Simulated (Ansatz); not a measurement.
## MgPd (Pm-3m): from the cell to its phonons

How does MgPd (Pm-3m) vibrate, and is this structure a minimum?

Method: DFT PBEsol, scalar-relativistic, plane waves, PAW, in Ansatz 0.2.0.

### 1. The structure

The structure is cubic, space group Pm-3m (No. 221). The conventional cell has a = 3.160 Å, b = 3.160 Å, c = 3.160 Å, α = 90.00°, β = 90.00°, γ = 90.00°. Mg has 8 Pd at 2.74 Å nearest. Nearest to Pd lie 8 Mg at 2.74 Å. Farther neighbours are not listed.

As a file:

```cif
data_structure
_symmetry_space_group_name_H-M 'P 1'
_symmetry_Int_Tables_number 1
_cell_length_a 3.1600
_cell_length_b 3.1600
_cell_length_c 3.1600
_cell_angle_alpha 90.000
_cell_angle_beta 90.000
_cell_angle_gamma 90.000
_cell_volume 31.55
loop_
_atom_site_label
_atom_site_type_symbol
_atom_site_fract_x
_atom_site_fract_y
_atom_site_fract_z
_atom_site_occupancy
Mg1 Mg 0.00000 0.00000 0.00000 1
Pd2 Pd 0.50000 0.50000 0.50000 1
```

### 2. Bringing the structure to rest

The cell and atoms are relaxed, since residual forces and stress would shift the frequencies.

input.yaml reads:

```yaml
crystal:
  lattice:
    - [3.16, 0.0, 0.0]
    - [0.0, 3.16, 0.0]
    - [0.0, 0.0, 3.16]
  atoms:
    - { symbol: Mg, position: [0.0, 0.0, 0.0] }
    - { symbol: Pd, position: [0.5, 0.5, 0.5] }
kpoints:
  mp_grid: { grid: [14, 14, 14] }
hamiltonian:
  xc: pbesol
scf:
  occupations: { method: gaussian, width: 0.1 }
output:
  forces: true
  stress: true
  eigenvalues: true
  write_density: true
  write_potential: true
  elf: true
  volumetric_format: npy
relax:
  adjacent_minimum: "off"
  f_tol: 0.005
  max_steps: 80
  cell: { stress_tol: 0.05 }
```

Launch:

```sh
$ ansatz run input.yaml --threads 4 --pin off --max-ram 7168MiB --backend cpu --events-out ev --progress --plain --runs-dir out
```

Numbers of over 12 decimals in the logs are rounded to 6 here.

Output:

```text
Engine: ansatz 0.2.0, aarch64-unknown-linux-gnu
Pseudopotentials: kind: paw
Pseudopotential: Mg, paw, valence charge 10, recommended cutoff 420 eV (normal), Mg.paw.azcp
Pseudopotential: Pd, paw, valence charge 18, recommended cutoff 420 eV (normal), Pd.paw.azcp
Functional definition: PBEsol
  exchange = pbesol_x
  correlation = pbesol_c
Crystal: 2 atoms, lattice volume = 31.554 Å³
Basis set: ecut = 420 eV, 619 PW (Γ), exchange–correlation on 48×48×48 points (8 copies of the dense FFT grid, shifted against one another)
Bands: 18, of which v1, the nominal top of the filled ones, is band 14 counted from 1 (13 counted from 0)
Symmetry: 48 space group operations
Space group: Pm-3m (ITA 221), of the structure as read, at distance tolerance 3.2e-5 Å
k-points: 120 of 2744
Non-local potential: Mg, projectors of the file, l = 0: 3, l = 1: 2, l = 2: 1
Non-local potential: Pd, projectors of the file, l = 0: 2, l = 1: 2, l = 2: 2, l = 3: 1
PAW form: soft (Blöchl's): semilocal exchange-correlation on the pseudo side does not see the compensation charge
PAW frozen core: Mg, regenerated for the run's functional, and the local potential with it (the file was generated under x = pbe(κ = 0.804, μ = 0.219515), c = pbe(β = 0.066725))
PAW frozen core: Pd, regenerated for the run's functional, and the local potential with it (the file was generated under x = pbe(κ = 0.804, μ = 0.219515), c = pbe(β = 0.066725))
PAW one-centre angular grid: Mg, 110 points (default); XC on 64 Gauss nodes
PAW one-centre angular grid: Pd, 590 points (default); XC on 64 Gauss nodes
Initial density: superposition of atomic densities (neutral atoms: chi_scale 0, normalization atom), corrected by the library's trained network
Initial wavefunctions: pseudopotential atomic-orbital guess
Functional: x = pbesol(κ = 0.804, μ = 0.123457), c = pbesol(β = 0.046)
SCF iter   1: F=—  HF=-8820.105363 eV  |F-HF|=—  |Δ(HF+E_count)|=         —  Δρ=9.28e-3  dr2=2.89e-2  ethr=1.77e-3  ⟨swp⟩=5.0  Hψ=10081  notcnv=0
preconditioner: auto → none  [metal: Δε(μ)=0.053 eV  Ē_g=9.212 eV  σ=0.100 eV  W_gap=0.29  n_scr=6 (ndim 8)  ℏωp=22.9 eV  f_vac=0.000  D(μ)=0.60/eV (n_scr^D=0)  sad-step TF]
SCF iter   2: F=—  HF=-8820.100877 eV  |F-HF|=—  |Δ(HF+E_count)|=   4.49e-3  Δρ=4.61e-3  dr2=8.11e-3  ethr=1.03e-4  ⟨swp⟩=1.0  Hψ=3126  notcnv=0
SCF iter   3: F=—  HF=-8820.099196 eV  |F-HF|=—  |Δ(HF+E_count)|=   1.68e-3  Δρ=4.29e-4  dr2=5.50e-5  ethr=2.90e-5  ⟨swp⟩=2.1  Hψ=2574  notcnv=0
SCF iter   4: F=—  HF=-8820.099180 eV  |F-HF|=—  |Δ(HF+E_count)|=   1.62e-5  Δρ=5.58e-5  dr2=3.48e-7  ethr=1.96e-7  ⟨swp⟩=2.4  Hψ=3133  notcnv=0
iter 5 did not close the SCF: its close was put off for the readings that it lacked (scf_convergence_deferred on its scf_iter line)
SCF iter   5: F=-8820.099180 eV  HF=-8820.099180 eV  |F-HF|=3.19e-8  |Δ(HF+E_count)|=   1.41e-7  Δρ=1.48e-5  dr2=4.57e-8  ethr=1.24e-9  ⟨swp⟩=2.0  Hψ=3682  notcnv=0
SCF iter   6: F=-8820.099180 eV  HF=-8820.099180 eV  |F-HF|=2.07e-10  |Δ(HF+E_count)|=   5.03e-9  Δρ=1.14e-6  dr2=2.86e-10  ethr=1.63e-10  ⟨swp⟩=5.3  Hψ=12157  notcnv=0
SCF 1 converged in 6 iterations: F = -8820.099180 eV  dr2 = 2.86e-10
  greatest PAW one-centre occupation: 1.000 electrons in one spin orbital (limit 2), on the Mg atom at site 0 (counted from 0), in its partial waves of l = 0
relax step   1: F+E_penalty+E_count = -8820.09918011 eV  Δ(F+E_penalty+E_count) = +0.000e0 eV  max|allowed force component| = 1.324e-28 eV/Å  Δτ_max = 0.0000 Å  P = -1.792 GPa  Ω = 31.554 Å³  (6 SCF iters, dr2 threshold 1.00e-7 eV, accepted)
Crystal: 2 atoms, lattice volume = 30.870 Å³
Initial density: handed on by an earlier stage of this run
Initial wavefunctions: those handed on with the density
iter 1 solved again at ethr=4.36e-5 eV; its pass at ethr=3.10e-3 eV (dr2=1.22e-2 eV) is discarded
SCF iter   1: F=—  HF=-8820.104852 eV  |F-HF|=—  |Δ(HF+E_count)|=         —  Δρ=4.92e-3  dr2=1.15e-2  ethr=4.36e-5  ⟨swp⟩=1.0  Hψ=11520  notcnv=0
preconditioner: auto → none  [metal: Δε(μ)=0.059 eV  Ē_g=9.385 eV  σ=0.100 eV  W_gap=0.32  n_scr=6 (ndim 8)  ℏωp=23.2 eV  f_vac=0.000  D(μ)=0.56/eV (n_scr^D=0)]
SCF iter   2: F=—  HF=-8820.102544 eV  |F-HF|=—  |Δ(HF+E_count)|=   2.31e-3  Δρ=1.31e-3  dr2=7.77e-4  ethr=4.12e-5  ⟨swp⟩=1.9  Hψ=2442  notcnv=0
SCF iter   3: F=—  HF=-8820.102309 eV  |F-HF|=—  |Δ(HF+E_count)|=   2.35e-4  Δρ=3.39e-4  dr2=5.63e-5  ethr=2.78e-6  ⟨swp⟩=1.7  Hψ=2284  notcnv=0
SCF iter   4: F=—  HF=-8820.102285 eV  |F-HF|=—  |Δ(HF+E_count)|=   2.45e-5  Δρ=4.56e-5  dr2=2.43e-7  ethr=2.01e-7  ⟨swp⟩=2.0  Hψ=2681  notcnv=0
iter 5 did not close the SCF: its close was put off for the readings that it lacked (scf_convergence_deferred on its scf_iter line)
SCF iter   5: F=-8820.102285 eV  HF=-8820.102285 eV  |F-HF|=7.62e-10  |Δ(HF+E_count)|=   2.99e-8  Δρ=6.64e-6  dr2=4.28e-9  ethr=8.67e-10  ⟨swp⟩=2.4  Hψ=3267  notcnv=0
SCF iter   6: F=-8820.102285 eV  HF=-8820.102285 eV  |F-HF|=9.09e-12  |Δ(HF+E_count)|=   1.55e-9  Δρ=7.24e-7  dr2=8.03e-11  ethr=1.53e-11  ⟨swp⟩=4.9  Hψ=11445  notcnv=0
SCF 2 converged in 6 iterations: F = -8820.102285 eV  dr2 = 8.03e-11
relax step   2: F+E_penalty+E_count = -8820.10228487 eV  Δ(F+E_penalty+E_count) = -3.105e-3 eV  max|allowed force component| = 2.945e-29 eV/Å  Δτ_max = 0.0000 Å  P = +0.430 GPa  Ω = 30.870 Å³  energy of the carried Pulay correction = +9.725e-5 eV  (6 SCF iters, dr2 threshold 2.00e-7 eV, accepted)
Crystal: 2 atoms, lattice volume = 31.000 Å³
iter 1 solved again at ethr=1.36e-6 eV; its pass at ethr=3.10e-3 eV (dr2=3.81e-4 eV) is discarded
SCF iter   1: F=—  HF=-8820.102536 eV  |F-HF|=—  |Δ(HF+E_count)|=         —  Δρ=9.40e-4  dr2=4.25e-4  ethr=1.36e-6  ⟨swp⟩=1.1  Hψ=9822  notcnv=0
preconditioner: auto → none  [metal: Δε(μ)=0.032 eV  Ē_g=9.408 eV  σ=0.100 eV  W_gap=0.18  n_scr=6 (ndim 8)  ℏωp=23.1 eV  f_vac=0.000  D(μ)=0.66/eV (n_scr^D=0)]
SCF iter   2: F=—  HF=-8820.102454 eV  |F-HF|=—  |Δ(HF+E_count)|=   8.18e-5  Δρ=2.51e-4  dr2=2.92e-5  ethr=1.36e-6  ⟨swp⟩=2.0  Hψ=2454  notcnv=0
SCF iter   3: F=—  HF=-8820.102435 eV  |F-HF|=—  |Δ(HF+E_count)|=   1.95e-5  Δρ=6.26e-5  dr2=1.88e-6  ethr=1.04e-7  ⟨swp⟩=1.7  Hψ=2279  notcnv=0
iter 4 did not close the SCF: its close was put off for the readings that it lacked (scf_convergence_deferred on its scf_iter line)
SCF iter   4: F=-8820.102434 eV  HF=-8820.102434 eV  |F-HF|=1.24e-9  |Δ(HF+E_count)|=   4.70e-7  Δρ=8.30e-6  dr2=8.13e-9  ethr=6.71e-9  ⟨swp⟩=2.0  Hψ=2715  notcnv=0
iter 5 did not close the SCF: its close was put off for the readings that it lacked (scf_convergence_deferred on its scf_iter line)
SCF iter   5: F=-8820.102434 eV  HF=-8820.102434 eV  |F-HF|=2.36e-11  |Δ(HF+E_count)|=   1.62e-9  Δρ=1.18e-6  dr2=1.38e-10  ethr=2.91e-11  ⟨swp⟩=2.4  Hψ=3412  notcnv=0
SCF iter   6: F=-8820.102434 eV  HF=-8820.102434 eV  |F-HF|=0.00e0  |Δ(HF+E_count)|=  5.28e-11  Δρ=1.26e-7  dr2=2.64e-12  ethr=1.00e-12  ⟨swp⟩=4.0  Hψ=10102  notcnv=0
SCF 3 converged in 6 iterations: F = -8820.102434 eV  dr2 = 2.64e-12
relax step   3: F+E_penalty+E_count = -8820.10243419 eV  Δ(F+E_penalty+E_count) = -1.493e-4 eV  max|allowed force component| = 2.899e-29 eV/Å  Δτ_max = 0.0000 Å  P = -0.014 GPa  Ω = 31.000 Å³  energy of the carried Pulay correction = +7.860e-5 eV  (6 SCF iters, dr2 threshold 2.00e-7 eV, accepted)
Initial wavefunctions: pseudopotential atomic-orbital guess (no wavefunctions were taken with the density)
iter 1 solved again at ethr=3.55e-9 eV; its pass at ethr=3.10e-3 eV (dr2=9.94e-7 eV) is discarded
SCF iter   1: F=—  HF=-8820.102355 eV  |F-HF|=—  |Δ(HF+E_count)|=         —  Δρ=2.14e-5  dr2=2.45e-8  ethr=3.55e-9  ⟨swp⟩=3.7  Hψ=16374  notcnv=0
preconditioner: auto → none  [metal: Δε(μ)=0.036 eV  Ē_g=9.399 eV  σ=0.100 eV  W_gap=0.20  n_scr=6 (ndim 8)  ℏωp=23.1 eV  f_vac=0.000  D(μ)=0.64/eV (n_scr^D=0)]
SCF iter   2: F=—  HF=-8820.102348 eV  |F-HF|=—  |Δ(HF+E_count)|=   6.51e-6  Δρ=9.76e-6  dr2=4.91e-9  ethr=8.75e-11  ⟨swp⟩=2.0  Hψ=3844  notcnv=0
SCF iter   3: F=—  HF=-8820.102348 eV  |F-HF|=—  |Δ(HF+E_count)|=   3.14e-9  Δρ=1.67e-6  dr2=2.92e-10  ethr=1.76e-11  ⟨swp⟩=2.8  Hψ=3837  notcnv=0
iter 4 did not close the SCF: its close was put off for the readings that it lacked (scf_convergence_deferred on its scf_iter line)
SCF iter   4: F=-8820.102348 eV  HF=-8820.102348 eV  |F-HF|=7.28e-12  |Δ(HF+E_count)|=  1.07e-10  Δρ=3.22e-7  dr2=9.95e-12  ethr=1.04e-12  ⟨swp⟩=2.0  Hψ=3592  notcnv=0
iter 5 did not close the SCF: its close was put off for the readings that it lacked (scf_convergence_deferred on its scf_iter line)
SCF iter   5: F=-8820.102348 eV  HF=-8820.102348 eV  |F-HF|=1.82e-12  |Δ(HF+E_count)|=  1.09e-11  Δρ=3.87e-8  dr2=4.34e-13  ethr=1.00e-12  ⟨swp⟩=1.0  Hψ=2160  notcnv=0
iter 6 did not close the SCF: its close was put off for the readings that it lacked (scf_convergence_deferred on its scf_iter line)
SCF iter   6: F=-8820.102348 eV  HF=-8820.102348 eV  |F-HF|=0.00e0  |Δ(HF+E_count)|=  1.82e-12  Δρ=6.56e-9  dr2=9.21e-15  ethr=1.00e-12  ⟨swp⟩=1.0  Hψ=2160  notcnv=0
iter 7 did not close the SCF: its close was put off for the readings that it lacked (scf_convergence_deferred on its scf_iter line)
SCF iter   7: F=-8820.102348 eV  HF=-8820.102348 eV  |F-HF|=1.82e-12  |Δ(HF+E_count)|=  1.82e-12  Δρ=8.64e-10  dr2=7.96e-17  ethr=1.00e-12  ⟨swp⟩=1.0  Hψ=2160  notcnv=0
SCF iter   8: F=-8820.102348 eV  HF=-8820.102348 eV  |F-HF|=1.82e-12  |Δ(HF+E_count)|=  1.82e-12  Δρ=1.21e-10  dr2=4.55e-18  ethr=1.00e-12  ⟨swp⟩=2.0  Hψ=5197  notcnv=0
SCF 4 converged in 8 iterations: F = -8820.102348 eV  dr2 = 4.55e-18
relax step   4: F+E_penalty+E_count = -8820.10234827 eV  Δ(F+E_penalty+E_count) = +8.592e-5 eV  max|allowed force component| = 2.123e-29 eV/Å  Δτ_max = 0.0000 Å  P = -0.010 GPa  Ω = 31.000 Å³  stress off target by 1.03e-2 GPa  SCF on the basis re-selected at this cell (its energy is not comparable with the rows above)  (8 SCF iters)
basis re-selected at this cell: Δ(F+E_penalty+E_count) = +8.592e-5 eV, ΔP = +0.004 GPa vs the last step (what re-selecting the basis moved, of the pressure what is left beyond the Pulay correction that the steps carried, after the strain that the cell walked since its last selection, with what the two solves' SCF thresholds leave and, on support functions, any second-order correction that the steps lacked; it is no m [...]
SCF converged after 8 iterations
Free energy (F): -8820.102348 eV
Harris-Foulkes:  -8820.102348 eV  (|F-HF|=1.82e-12)
Internal energy: -8820.099132 eV  (E = F + TS)
E sigma→0 (E₀):  -8820.100740 eV
Entropy (-TS):   -0.003216 eV (-1.608 meV/atom)
Fermi energy:    13.870317 eV
--- Per-component energies (eV) ---
  E_band       = -518.341880
  E_kinetic    = 592.553865
  E_local      = -3471.220873  (includes V_loc(G=0)·N_el)
  E_nonlocal   = 314.869833
  E_hartree    = 1325.922681
  E_xc         = -197.685780
  E_vxc        = -250.113982  (∫ρ·V_xc dr)
  E_paw        = -3966.013133  (= ΣΔE_a)
  E_vpaw       = -356.276255  (= ΣTr[D̂ρ^β])
  E_aug_tail   = 0.000169  (compensation charges beyond the density's cutoff)
  E_ewald      = -3418.887282
  E_core_change = 0.361386  (= ΣΔE_core)
  E_smearing   = -0.003216  (= −TS)
  E_closure    = 0.000000  (closes the sum)
  Σ components = -8820.102348   (vs F -8820.102348, Δ=0.00e0)
--- Forces (eV/Å), atoms counted from 1 ---
  atom   1  Mg     0.00000000    -0.00000000     0.00000000
  atom   2  Pd    -0.00000000     0.00000000     0.00000000
  max |Σ_I F_I| component: 4.22e-29 eV/Å
--- Stress (GPa, compression-positive) ---
       -0.010292       0.000000       0.000000
        0.000000      -0.010292      -0.000000
        0.000000      -0.000000      -0.010292
  P = ⅓ Tr σ = -0.0103 GPa (-0.103 kbar)
--- Band table (eV; the first three rows and the last of 120) ---
  k-point 0: bands = [... 10 lower, 9.7151, 11.7693, 11.7693, 11.7693, 20.9571, 20.9571, 20.9571, 23.7762]
  k-point 1: bands = [... 10 lower, 9.7523, 11.7248, 11.7248, 11.7743, 20.1967, 21.0760, 21.0760, 23.7084]
  k-point 2: bands = [... 10 lower, 9.8573, 11.6037, 11.6037, 11.7884, 18.7903, 21.4183, 21.4183, 23.5173]
  k-point 119: bands = [... 10 lower, 9.5511, 12.5349, 12.5349, 17.2718, 17.2718, 17.2718, 20.2865, 21.0915]
--- Relaxed structure (3 steps of the walk, 3 accepted, 1 SCFs on fresh bases) ---
  F+E_penalty+E_count = -8820.10234827 eV   max|allowed force component| = 2.123e-29 eV/Å   (the final SCF, on the basis selected at the relaxed cell)
  cell:  # Å, volume = 31.0003 Å³
    - [3.141389, 0, 0]
    - [0, 3.141389, 0]
    - [0.0, 0, 3.141389]
  atoms:
    - { symbol: Mg, position: [0, 0, 0] }
    - { symbol: Pd, position: [0.500000, 0.500000, 0.500000] }
```

The job ended after 6.9 s (4 threads of Arm Neoverse N1, shared host; peak memory 0.37 GiB).

Relaxation path:

```tsv
step	energy less that of the first step (eV)	largest force component (eV/Å)	pressure (GPa)	volume (Å³)
1	0.0000	0.0000	-1.79	31.55
2	-0.0031	0.0000	0.43	30.87
3	-0.0033	0.0000	-0.01	31.00
4*	-0.0032	0.0000	-0.01	31.00
```

Relaxation steps marked * repeat the geometry before them on a plane-wave basis chosen anew for their cell, so energy and pressure can jump there.

The run keeps the 48 symmetry operations that it works with, so distortions that break them were not tested.

```tsv
conventional cell, symmetrised	before	after	change
a (Å)	3.160	3.141	-0.6 %
b (Å)	3.160	3.141	-0.6 %
c (Å)	3.160	3.141	-0.6 %
volume (Å³/atom)	15.78	15.50	-1.8 %
```

The relaxed structure:

```cif
data_structure
_symmetry_space_group_name_H-M 'P 1'
_symmetry_Int_Tables_number 1
_cell_length_a 3.1414
_cell_length_b 3.1414
_cell_length_c 3.1414
_cell_angle_alpha 90.000
_cell_angle_beta 90.000
_cell_angle_gamma 90.000
_cell_volume 31.00
loop_
_atom_site_label
_atom_site_type_symbol
_atom_site_fract_x
_atom_site_fract_y
_atom_site_fract_z
_atom_site_occupancy
Mg1 Mg 0.00000 0.00000 0.00000 1
Pd2 Pd 0.50000 0.50000 0.50000 1
```

Numbers from this step:

```yaml
pressure: -0.01029 GPa
volume_per_atom: 15.50 Å³
gap_on_the_k_mesh: 0 eV
```

Valence density in the ac plane at fractional y = 0.000, with atoms of Mg within 0.2 Å of it. It is the smooth field of the valence electrons, not physical close to the nuclei.

Ten steps, logarithmic in the rise over the least value, from '_' (0 e/Å³) to '@' (31 e/Å³):
```
@@%%**--__________________--**%%
##**==..__________________..==**
==--..______________________..--
________________________________
________________________________
________________________________
________________________________
________________________________
________________________________
________________________________
________________________________
________________________________
==--..______________________..--
##**==..__________________..==**
@@%%**--__________________--**%%
@@@@##==__________________==##@@
```
Columns run along a (3.1 Å), rows up along c (3.1 Å). Atoms in or near the plane, at fractional coordinates: Mg at (0.00, 0.00).

Electrostatic potential energy in the ac plane at fractional y = 0.000, with atoms of Mg within 0.2 Å of it. With pseudopotentials it is smooth inside the atoms' cores, unlike the true potential.

Ten even steps from '_' (-68 eV) to '@' (16 eV):
```
____::**%%@@@@@@@@@@@@@@%%**::__
..::++##%%@@@@@@@@@@@@@@%%##++::
++**##%%@@@@@@@@@@@@@@@@@@%%##**
%%%%%%@@@@@@@@@@@@@@@@@@@@@@%%%%
@@@@@@@@@@@@@@@@@@@@@@@@@@@@@@@@
@@@@@@@@@@@@@@@@@@@@@@@@@@@@@@@@
@@@@@@@@@@@@@@@@@@@@@@@@@@@@@@@@
@@@@@@@@@@@@@@@@@@@@@@@@@@@@@@@@
@@@@@@@@@@@@@@@@@@@@@@@@@@@@@@@@
@@@@@@@@@@@@@@@@@@@@@@@@@@@@@@@@
@@@@@@@@@@@@@@@@@@@@@@@@@@@@@@@@
%%%%%%@@@@@@@@@@@@@@@@@@@@@@%%%%
++**##%%@@@@@@@@@@@@@@@@@@%%##**
..::++##%%@@@@@@@@@@@@@@%%##++::
____::**%%@@@@@@@@@@@@@@%%**::__
____..++%%@@@@@@@@@@@@@@%%++..__
```
Columns run along a (3.1 Å; values clipped at the 3rd and 97th percentile), rows up along c (3.1 Å). Atoms in or near the plane, at fractional coordinates: Mg at (0.00, 0.00).

ELF in the ac plane at fractional y = 0.000, with atoms of Mg within 0.2 Å of it. It is the smooth field of the valence electrons, not physical close to the nuclei.

Values, 16 rows by 16 columns:
```
0.26 0.31 0.43 0.33 0.08 0.06 0.19 0.31 0.33 0.31 0.19 0.06 0.08 0.33 0.43 0.31
0.41 0.43 0.40 0.19 0.05 0.09 0.24 0.34 0.35 0.34 0.24 0.09 0.05 0.19 0.40 0.43
0.36 0.33 0.19 0.07 0.06 0.17 0.30 0.34 0.35 0.34 0.30 0.17 0.06 0.07 0.19 0.33
0.11 0.08 0.05 0.06 0.14 0.27 0.33 0.33 0.33 0.33 0.33 0.27 0.14 0.06 0.05 0.08
0.05 0.06 0.09 0.17 0.27 0.32 0.32 0.31 0.31 0.31 0.32 0.32 0.27 0.17 0.09 0.06
0.17 0.19 0.24 0.30 0.33 0.32 0.31 0.29 0.29 0.29 0.31 0.32 0.33 0.30 0.24 0.19
0.30 0.31 0.34 0.34 0.33 0.31 0.29 0.28 0.28 0.28 0.29 0.31 0.33 0.34 0.34 0.31
0.33 0.33 0.35 0.35 0.33 0.31 0.29 0.28 0.27 0.28 0.29 0.31 0.33 0.35 0.35 0.33
0.30 0.31 0.34 0.34 0.33 0.31 0.29 0.28 0.28 0.28 0.29 0.31 0.33 0.34 0.34 0.31
0.17 0.19 0.24 0.30 0.33 0.32 0.31 0.29 0.29 0.29 0.31 0.32 0.33 0.30 0.24 0.19
0.05 0.06 0.09 0.17 0.27 0.32 0.32 0.31 0.31 0.31 0.32 0.32 0.27 0.17 0.09 0.06
0.11 0.08 0.05 0.06 0.14 0.27 0.33 0.33 0.33 0.33 0.33 0.27 0.14 0.06 0.05 0.08
0.36 0.33 0.19 0.07 0.06 0.17 0.30 0.34 0.35 0.34 0.30 0.17 0.06 0.07 0.19 0.33
0.41 0.43 0.40 0.19 0.05 0.09 0.24 0.34 0.35 0.34 0.24 0.09 0.05 0.19 0.40 0.43
0.26 0.31 0.43 0.33 0.08 0.06 0.19 0.31 0.33 0.31 0.19 0.06 0.08 0.33 0.43 0.31
0.18 0.26 0.41 0.36 0.11 0.05 0.17 0.30 0.33 0.30 0.17 0.05 0.11 0.36 0.41 0.26
```
Columns run along a (3.1 Å), rows up along c (3.1 Å). Atoms in or near the plane, at fractional coordinates: Mg at (0.00, 0.00).

In this step the volume went from 15.78 to 15.50 Å³/atom.

### 3. Relaxing to small forces for the phonons

Phonons need a cell at rest on their own settings, so the relaxation is repeated with tight tolerances on forces and stress, using the mesh and the filling of the phonon run that follows.

input.yaml reads:

```yaml
crystal:
  lattice:
    - [3.1413891342, 0.0, 0.0]
    - [0.0, 3.1413891342, 0.0]
    - [0.0, 0.0, 3.1413891342]
  atoms:
    - { symbol: Mg, position: [0.0, 0.0, 0.0] }
    - { symbol: Pd, position: [0.5, 0.5, 0.5] }
kpoints:
  mp_grid: { grid: [16, 16, 16] }
hamiltonian:
  xc: pbesol
scf:
  occupations: { method: methfessel_paxton, width: 0.2 }
output:
  forces: true
  stress: true
  eigenvalues: true
relax:
  adjacent_minimum: "off"
  f_tol: 0.001
  max_steps: 60
  cell: { stress_tol: 0.01 }
```

Output:

```text
[...]
Crystal: 2 atoms, lattice volume = 31.000 Å³
Basis set: ecut = 420 eV, 619 PW (Γ), exchange–correlation on 48×48×48 points (8 copies of the dense FFT grid, shifted against one another)
Bands: 18, of which v1, the nominal top of the filled ones, is band 14 counted from 1 (13 counted from 0)
Symmetry: 48 space group operations
[...]
k-points: 165 of 4096
[...]
k-point 164: bands = [... 10 lower, 9.5465, 12.5306, 12.5306, 17.2593, 17.2593, 17.2593, 20.2667, 21.0756]
--- Relaxed structure (3 steps of the walk, 3 accepted, 1 SCFs on fresh bases) ---
[...]
cell:  # Å, volume = 31.0230 Å³
    - [3.142158, 0, 0]
    - [0, 3.142158, 0]
    - [0, 0, 3.142158]
  atoms:
    - { symbol: Mg, position: [0, 0, 0] }
    - { symbol: Pd, position: [0.5, 0.5, 0.5] }
[key lines of the parts left out:]
SCF converged after 4 iterations
Free energy (F): -8820.098612 eV
Fermi energy:    13.873650 eV
P = ⅓ Tr σ = 0.0002 GPa (0.002 kbar)
```

Wall time 7.5 s (4 threads); peak memory 0.39 GiB.

Little changed from the start: no atom moved by 0.005 Å and no cell edge by 0.1 %.

Numbers from this step:

* pressure: 1.58e-4 GPa
* volume per atom: 15.51 Å³

The forces vanish by symmetry and the pressure is 0.000 GPa, within the tolerances set. The cell now holds 15.51 Å³/atom.

(Continued in part 2 of 2.)

[Logs are printed without paths, hosts, clocks, repeated set-up lines and the standing remarks that a program may print on its own settings, such as how far it seeks lower states.]

[Hosts, paths, dates, database ids (printed as entryN), source tags and the programs' standing remarks are cut or masked in the printed files.]
